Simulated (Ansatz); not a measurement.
# Where Au_i (8-fold void) puts its levels in the gap of Li5AuO4 (C2/m), part 2 of 2

Wanted: the transition levels of a self-interstitial in Li5AuO4 (C2/m), from a cell of 80 host atoms with 1 Au put in.

Ansatz; place-levels on PBEsol runs: charge-transition levels and formation energies with image-charge correction and potential alignment at the atomic sites.

So far: The starting structure; Charge states.

**3. Levels against the band edges, PBEsol**

A charged cell interacts with its images and the background, and its potential has another zero than the host's. place-levels removes the first by a point-charge model, screened by the static dielectric constant since the ions have relaxed around the charge, and the second by comparing potentials at atoms far from the defect.

The host is a run of the defect-free crystal in the same cutoffs, grids and k-points, so that basis and sampling errors cancel in part in the differences. Its band edges come from a run of the primitive cell that searches the zone for them. The host is run in a cell of 20 atoms on a matching mesh. Chemical potentials are energies per atom of Au (fcc), run with the same functional and cutoff.

The input, levels.point.yaml:

```yaml
host:
  run: host.point.run
  levels_from: { run: edges.point.run }
states: [q0_M1.point.run, qp1.point.run, qp2_M1.point.run, qp3.point.run, qp3_M2.point.run]
geometry_from:
  q0_M1.point.run: q0_M1.relax.run
  qp1.point.run: qp1.relax.run
  qp2_M1.point.run: qp2_M1.relax.run
  qp3.point.run: qp3.relax.run
  qp3_M2.point.run: qp3_M2.relax.run
  host.point.run: host.relax.run
chemical_potentials:
  Au:
    energy: -13007.099302
    dataset: "<sha256 of the dataset>"
epsilon:
  - [3.54, 0.0, 0.64]
  - [0.0, 4.18, 0.0]
  - [0.64, 0.0, 3.81]
static_epsilon:
  - [7.29, 0.0, 2.29]
  - [0.0, 8.74, 0.0]
  - [2.29, 0.0, 8.21]
vertical:
  - { from: qp1.point.run, to: qp1.point_neutral.run }
  - { from: qp2_M1.point.run, to: qp2_M1.point_neutral.run }
  - { from: qp3.point.run, to: qp3.point_neutral.run }
  - { from: qp3_M2.point.run, to: qp3_M2.point_neutral.run }
```

On the command line:

```console
> ansatz place-levels levels.point.yaml -- --threads 4 --pin off --max-ram 7536MiB
```

The log of the run:

```text
[... repeated set-up lines and file paths are left out, and long positions are rounded to six places ...]
(+3/+2) 0.302 eV beneath the valence edge (-0.950 eV without the band-filling correction), in the valence band; not on the lower envelope
(+2/+1) 0.541 eV beneath the valence edge (-0.765 eV without the band-filling correction), in the valence band; not on the lower envelope
(+1/0) 1.648 eV above the valence edge, 0.401 eV under the conduction edge
(+3/+1) 0.422 eV beneath the valence edge (-0.858 eV without the band-filling correction), in the valence band: charges between them are lowest nowhere
formation energy of charge +3: +3.498 eV with the Fermi level at the valence edge
formation energy of charge +2: +3.196 eV with the Fermi level at the valence edge
formation energy of charge +1: +2.655 eV with the Fermi level at the valence edge
formation energy of charge 0: +4.304 eV with the Fermi level at the valence edge
vertical +1 to 0: no energy, since no alignment is typed
  the change from vertical[0].from (qp1.point.run) to vertical[0].to (qp1.point_neutral.run): by its potential at epsilon [[3.54, 0, 0.64], [0, 4.18, 0], [0.64, 0, 3.81]] it stands at 0.638 1.000 0.332, with an rms radius of about 3.6 Å (2.2 1.9 2.2 Å across [...]
vertical +2 to 0: no energy, since no alignment is typed
  the change from vertical[1].from (qp2_M1.point.run) to vertical[1].to (qp2_M1.point_neutral.run): by its potential at epsilon [[3.54, 0, 0.64], [0, 4.18, 0], [0.64, 0, 3.81]] it stands at 0.750 0.001 0.499, with an rms radius of about 3.5 Å (1.7 1.7 2.6 Å [...]
vertical +3 to 0: no energy, since no alignment is typed
  the change from vertical[2].from (qp3.point.run) to vertical[2].to (qp3.point_neutral.run): by its spins about the atoms it stands at 0.750 0.001 0.499, with an rms radius of about 2.5 Å (1.1 1.4 1.7 Å across the planes of the cell's vectors); [...]
vertical +3 to 0: no energy, since no alignment is typed
  the change from vertical[3].from (qp3_M2.point.run) to vertical[3].to (qp3_M2.point_neutral.run): by its potential at epsilon [[3.54, 0, 0.64], [0, 4.18, 0], [0.64, 0, 3.81]] it stands at 0.749 0.001 0.500, with an rms radius of about 4.4 Å (2.4 2.2 3.0 Å [...]
  edges by pbesol of host.levels_from (edges.point.run), its mesh sampled to repeats of 28.19 Å (the valence edge +0.066 eV and the conduction edge -0.123 eV from those of the host's own run), gap 2.050 eV; the host is sampled to repeats of 23.43 Å
  the defect's cells are sampled to repeats of 23.43 Å, like sampling
  charge +3: -143186.9210 eV with its correction of +3.801 eV, at epsilon [[7.29, 0, 2.29], [0, 8.74, 0], [2.29, 0, 8.21]], aligned at sites: +0.4200 eV, mean over 40 atomic sites at or beyond 4.70 Å from the defect at [0.7119, 0.0000, 0.4621], with -0.020907 [...]
  charge +2: -143182.3501 eV with its correction of +2.048 eV, at epsilon [[7.29, 0, 2.29], [0, 8.74, 0], [2.29, 0, 8.21]], aligned at sites: +0.4595 eV, mean over 40 atomic sites at or beyond 4.70 Å from the defect at [0.7119, 0.0000, 0.4621], with -0.012448 [...]
  charge +1: -143177.5944 eV with its correction of +0.742 eV, at epsilon [[7.29, 0, 2.29], [0, 8.74, 0], [2.29, 0, 8.21]], aligned at sites: +0.4599 eV, mean over 40 atomic sites at or beyond 4.70 Å from the defect at [0.7119, 0.0000, 0.4621], with +0.000000 [...]
  charge 0: +0.000 eV for its dipole among its images, +0.000 omitted
  charge +3: states[4] (qp3_M2.point.run) stands 0.049 eV higher, with a moment of 2.00 μB against 0.00
  states[4] (qp3_M2.point.run): levels filled in part (TS 0.005 eV): its energy is of no whole electron's
  of states[3] (qp3.point.run): it parts from the run at its places by a charge that spreads by about 1.7 Å along one vector (1.6 Å or more is wide), by the spins about the atoms, where the cell does not tell a trapped carrier from a band state. [...]
  of states[2] (qp2_M1.point.run): it parts from the run at its places by a charge that spreads by about 2.6 Å along one vector (1.6 Å or more is wide), by its potential at epsilon [[3.54, 0, 0.64], [0, 4.18, 0], [0.64, 0, 3.81]], taken for that of held ions [...]
  of states[1] (qp1.point.run): it parts from the run at its places by a charge that spreads by about 2.2 Å along one vector (1.6 Å or more is wide), by its potential at epsilon [[3.54, 0, 0.64], [0, 4.18, 0], [0.64, 0, 3.81]], taken for that of held ions [...]
  of states[0] (q0_M1.point.run): its displacements don't fall off away from the defect: farther atoms stand 0.029 Å off the host's places. [...]
  of states[4] (qp3_M2.point.run): it parts from the run at its places by a charge that spreads by about 3 Å along one vector (1.6 Å or more is wide), by its potential at epsilon [[3.54, 0, 0.64], [0, 4.18, 0], [0.64, 0, 3.81]], taken for that of held ions [...]
  of vertical[0].from (qp1.point.run): its displacements don't fall off away from the defect: farther atoms stand 0.016 Å off the host's places. [...]
  vertical[0].to (qp1.point_neutral.run): levels filled in part (TS 0.005 eV): its energy is of no whole electron's
  of vertical[0].to (qp1.point_neutral.run): its displacements don't fall off away from the defect: farther atoms stand 0.016 Å off the host's places. [...]
  of vertical[1].from (qp2_M1.point.run): its displacements don't fall off away from the defect: farther atoms stand 0.033 Å off the host's places. [...]
  vertical[1].to (qp2_M1.point_neutral.run): levels filled in part (TS 0.003 eV): its energy is of no whole electron's
  of vertical[1].to (qp2_M1.point_neutral.run): its displacements don't fall off away from the defect: farther atoms stand 0.033 Å off the host's places. [...]
  of vertical[2].from (qp3.point.run): its displacements don't fall off away from the defect: farther atoms stand 0.057 Å off the host's places. [...]
  vertical[2].to (qp3.point_neutral.run): levels filled in part (TS 0.013 eV): its energy is of no whole electron's
  of vertical[2].to (qp3.point_neutral.run): its displacements don't fall off away from the defect: farther atoms stand 0.057 Å off the host's places. [...]
  vertical[3].from (qp3_M2.point.run): levels filled in part (TS 0.005 eV): its energy is of no whole electron's
  of vertical[3].from (qp3_M2.point.run): its displacements don't fall off away from the defect: farther atoms stand 0.037 Å off the host's places. [...]
  vertical[3].to (qp3_M2.point_neutral.run): levels filled in part (TS 0.003 eV): its energy is of no whole electron's
  of vertical[3].to (qp3_M2.point_neutral.run): its displacements don't fall off away from the defect: farther atoms stand 0.037 Å off the host's places. [...]
```

It took 0.73 s on 4 threads of Arm Neoverse V1, shared host.

Levels between the charges placed, in eV above the valence top:

```
        gap (eV)  (+3/+2)  (+2/+1)  (+1/0)
PBEsol      2.05    -0.30    -0.54    1.65
```

Corrections by state:

```
charge  moment (μB)  image terms and alignment (eV)  band filling (eV)                                ε used  over the lowest of its charge, as the program ranks them, band filling apart (eV)
    +3          0.0                           3.801             -0.872  principal values (5.41, 8.74, 10.09)                                                                              0.000
    +2          1.0                           2.048             -0.224  principal values (5.41, 8.74, 10.09)                                                                              0.000
    +1          0.0                           0.742                  -  principal values (5.41, 8.74, 10.09)                                                                              0.000
     0          1.0                           0.000                  -                                     -                                                                              0.000
    +3          2.0                           3.491                  -  principal values (5.41, 8.74, 10.09)                                                                              0.049
```

The charged structures listed were also run neutral, and place-levels reads from each pair, by the potential or the spins, how wide the charge is by which they differ; that can be the carrier of either run.

```
charge  rms radius (Å)  spread where it is widest against the cell (Å)  wide from (Å)  reading
    +3             2.5                                            1.68           1.59     wide
    +2             3.5                                            2.59           1.59     wide
    +1             3.6                                            2.19           1.59     wide
```

The neutral runs of these pairs need not share the spin of the lowest neutral state, and very wide values only mean spread over the cell.

From the program's caveats on the states, each cut to its opening words:

- charge +3: it parts from the run at its places by a charge that spreads by about 1.7 Å along one vector (1.6 Å or more is wide), by the spins about the atoms, where the [...]
- charge +3: a band-filling correction moves a carrier to the host's band edge, which changes its energy by -0.872 eV
- charge +3: the far atoms show a dipole or second moment of the defect's charge, for which the correction takes or leaves out 0.063 eV: further moments aren't read, and [...]
- charge +3: its displacements don't fall off away from the defect: farther atoms stand 0.057 Å off the host's places
- charge +2 (1 μB): it parts from the run at its places by a charge that spreads by about 2.6 Å along one vector (1.6 Å or more is wide), by its potential at epsilon [[3.54, 0, [...]
- charge +2 (1 μB): a band-filling correction moves a carrier to the host's band edge, which changes its energy by -0.224 eV
- charge +2 (1 μB): its displacements don't fall off away from the defect: farther atoms stand 0.033 Å off the host's places
- charge +1: it parts from the run at its places by a charge that spreads by about 2.2 Å along one vector (1.6 Å or more is wide), by its potential at epsilon [[3.54, 0, [...]
- charge +1: its displacements don't fall off away from the defect: farther atoms stand 0.016 Å off the host's places
- charge 0 (1 μB): its displacements don't fall off away from the defect: farther atoms stand 0.029 Å off the host's places
- charge +3 (2 μB): it parts from the run at its places by a charge that spreads by about 3 Å along one vector (1.6 Å or more is wide), by its potential at epsilon [[3.54, 0, [...]
- charge +3 (2 μB): its displacements don't fall off away from the defect: farther atoms stand 0.037 Å off the host's places
- charge +3 (2 μB): its moments are held at its close (magnetization.spin_locking), by a field of 0.133 eV a Bohr magneton, and its energy and levels are of the state that this [...]

Chemical potentials of the elements' reference phases, run alike. Formation energies (elemental references), with the Fermi level at the valence top and at the conduction bottom (gap 2.05 eV):

```
charge  at valence top (eV)  at conduction bottom (eV)  correction included (eV)
    +3                 3.50                       9.65                      2.93
    +2                 3.20                       7.30                      1.82
    +1                 2.66                       4.70                      0.74
     0                 4.30                       4.30                      0.00
```

```csv
Fermi level (eV),lowest formation energy (eV)
0.00,2.66
0.19,2.84
0.37,3.03
0.56,3.21
0.74,3.40
0.93,3.59
1.12,3.77
1.30,3.96
1.49,4.15
1.68,4.30
1.86,4.30
2.05,4.30
```

**4. The same at the relaxations' own k-points**

The relaxations' own energies give the levels at their sampling, for comparison.

The input, levels.relax_mesh.yaml:

```yaml
host:
  run: host.relax.run
  levels_from: { run: edges.relax.run }
states: [q0_M1.relax.run, qp1.relax.run, qp2_M1.relax.run, qp3.relax.run, qp3_M2.relax.run]
chemical_potentials:
  Au:
    energy: -13007.099302
    dataset: "<sha256 of the dataset>"
```

On the command line:

```console
> ansatz place-levels levels.relax_mesh.yaml -- --threads 4 --pin off --max-ram 7536MiB
```

The log of the run:

```text
[...]
(+1/0) 1.648 eV above the valence edge, 0.401 eV under the conduction edge
[...]
formation energy of charge +3: +3.491 eV with the Fermi level at the valence edge
formation energy of charge +2: +3.194 eV with the Fermi level at the valence edge
formation energy of charge +1: +2.659 eV with the Fermi level at the valence edge
formation energy of charge 0: +4.307 eV with the Fermi level at the valence edge
  edges by pbesol of host.levels_from (edges.relax.run), its mesh sampled to repeats of 28.19 Å (the valence edge +0.193 eV and the conduction edge -0.384 eV from those of the host's own run), gap 2.050 eV; the host is sampled to repeats of 13.29 Å
[... the lines on each state left out ...]
```

Wall time 0.23 s (4 threads).

Levels between neighbouring charges, in eV above the valence top:

```
                        gap (eV)  (+3/+2)  (+2/+1)  (+1/0)
one point at (¼, ¼, ¼)      2.05    -0.30    -0.53    1.65
  a 2×2×2 shifted mesh      2.05    -0.30    -0.54    1.65
```

Going from one point at (¼, ¼, ¼) to a 2×2×2 shifted mesh moves the levels that carry no band-filling term by up to 0.00 eV and formation energies against the elements by up to 0.01 eV; band-filling terms, which differ between samplings, are in these energies.

**5. Outcome**

* gap of the host: 2.05 eV (PBEsol)
* level (plus 3/plus 2): 0.30 eV below the valence top, not a change between lowest states (-0.95 eV above the valence top without the band-filling term)
* level (plus 2/plus 1): 0.54 eV below the valence top, not a change between lowest states (-0.77 eV above the valence top without the band-filling term)
* level (plus 1/0): 1.65 eV above the valence top
* lowest of the charges placed, just above the valence top (0.02 eV): +1
* lowest of the charges placed, just below the conduction bottom (0.02 eV): 0
* lowest formation energy at mid-gap of the charges run, elemental references: 3.68 eV

**Reading.** Of the charges placed (0, +1, +2 and +3), the lowest changes at 1.65 eV (+1/0) above the valence top, in a gap of 2.05 eV. (+1/0) lies nearer to a band edge than the share of the finite-size correction in it (0.74 eV), and that correction holds for a localised charge alone. Charges below 0 were not placed, so these runs say nothing of levels that involve them. States placed: +3 at 0 μB and 2 μB; +2 at 1 μB; +1 at 0 μB; 0 at 1 μB. Other spin states or structures, where not listed, weren't placed. The program finds carriers beyond a band edge of the host and adds a band-filling term at charge +2 (-0.22 eV) and +3 (-0.87 eV); steps to such a charge show no bound level, and a defect level inside a band would be read the same way. Corrections reach 3.8 eV, so the cell is small for these charges and their levels are rough. At charge 0 and +1 the atom put in ends up to 1.0 Å from its starting place, so the name tells the start alone and the levels can join different sites. Going from one point at (¼, ¼, ¼) to a 2×2×2 shifted mesh moves the levels that carry no band-filling term by up to 0.00 eV and formation energies against the elements by up to 0.01 eV; band-filling terms, which differ between samplings, are in these energies. Keep in mind: PBEsol makes the gap too small and tends to spread out bound carriers; where a gas molecule sets a chemical potential or the host's formation energy, its binding is uncorrected; spin–orbit coupling, which can matter with heavy atoms, is left out.

[Logs are printed without paths, hosts, clocks, repeated set-up lines and the standing remarks that a program may print on its own settings, such as how far it seeks lower states.]

[Hosts, paths, dates, database ids (printed as entryN), source tags and the programs' standing remarks are cut or masked in the printed files.]

[Where a table of states has a column of steps, it counts the stored structures, which are thinned; the runs took as many ionic steps or more.]

[A defect's name tells the site on which it was built; relaxed atoms can leave that site.]

[For some hosts the program warned that the k-mesh of the response run may be too coarse for force constants and the static dielectric constant; such warnings are not shown here.]
